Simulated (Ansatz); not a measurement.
The compound is Rb2TcF6 (started from the K2PtCl6 type) (Fm-3m).

The structure was built from a prototype and need not be the compound's stable phase.

Symmetry: Fm-3m, No. 225, cubic system. Conventional cell: a = 8.593 Å, b = 8.593 Å, c = 8.593 Å, α = 90.00°, β = 90.00°, γ = 90.00°. Rb has 12 F at 3.05 Å nearest. Tc has 6 F at 1.93 Å nearest. Nearest to F lie 1 Tc at 1.93 Å and 4 Rb at 3.05 Å. Farther neighbours and most contacts between anions are not listed.

```xyz
9
Lattice="4.2965 0.0000 4.2965 4.2965 4.2965 0.0000 0.0000 4.2965 4.2965" Properties=species:S:1:pos:R:3 pbc="T T T"
Rb    2.1483    2.1483    2.1483
Rb    6.4448    6.4448    6.4448
Tc    0.0000    0.0000    0.0000
F     1.9343    4.2965    4.2965
F     6.6587    4.2965    4.2965
F     4.2965    4.2965    1.9343
F     4.2965    4.2965    6.6587
F     4.2965    1.9343    4.2965
F     4.2965    6.6587    4.2965
```

The structure was relaxed with PBEsol. The structure type comes from a generator and need not be one that this composition takes. The structure was generated from a model, not taken from a measurement. The runs that relaxed it are not among those shown. The program's search for lower electronic states was switched off, so nothing shows that the state found is the lowest. PAW set soft_2, made with PBE.

A constrained-RPA run (Ansatz 0.2.0; non-magnetic PBEsol; Tc t2g, bands v2 to c1, 4×4×4 mesh, medium accuracy) builds 3 functions on bands 0.17 eV wide, with 3.0 electrons in the window. The bare on-site interaction is 13.2 eV and the bare J 0.46 eV.

Question: What U and J survive the screening?

On the Tc t2g shell, U = 5.65 eV (43 % of the bare value), U′ = 4.89 eV, J = 0.34 eV.

The parent state is non-magnetic and the interaction static (zero frequency); U depends on the window and the orbitals, so it belongs to this model alone.

[Paths, hosts, dates, memory and timing lines, banners, echoed tables and standing remarks are left out of the program output.]

[Logs are printed without paths, hosts, clocks, repeated set-up lines and the standing remarks that a program may print on its own settings, such as how far it seeks lower states.]

[Runs of the session that timed out or met a known fault of the program may be left out.]

[Hosts, paths, dates, database ids (printed as entryN), source tags and the programs' standing remarks are cut or masked in the printed files.]
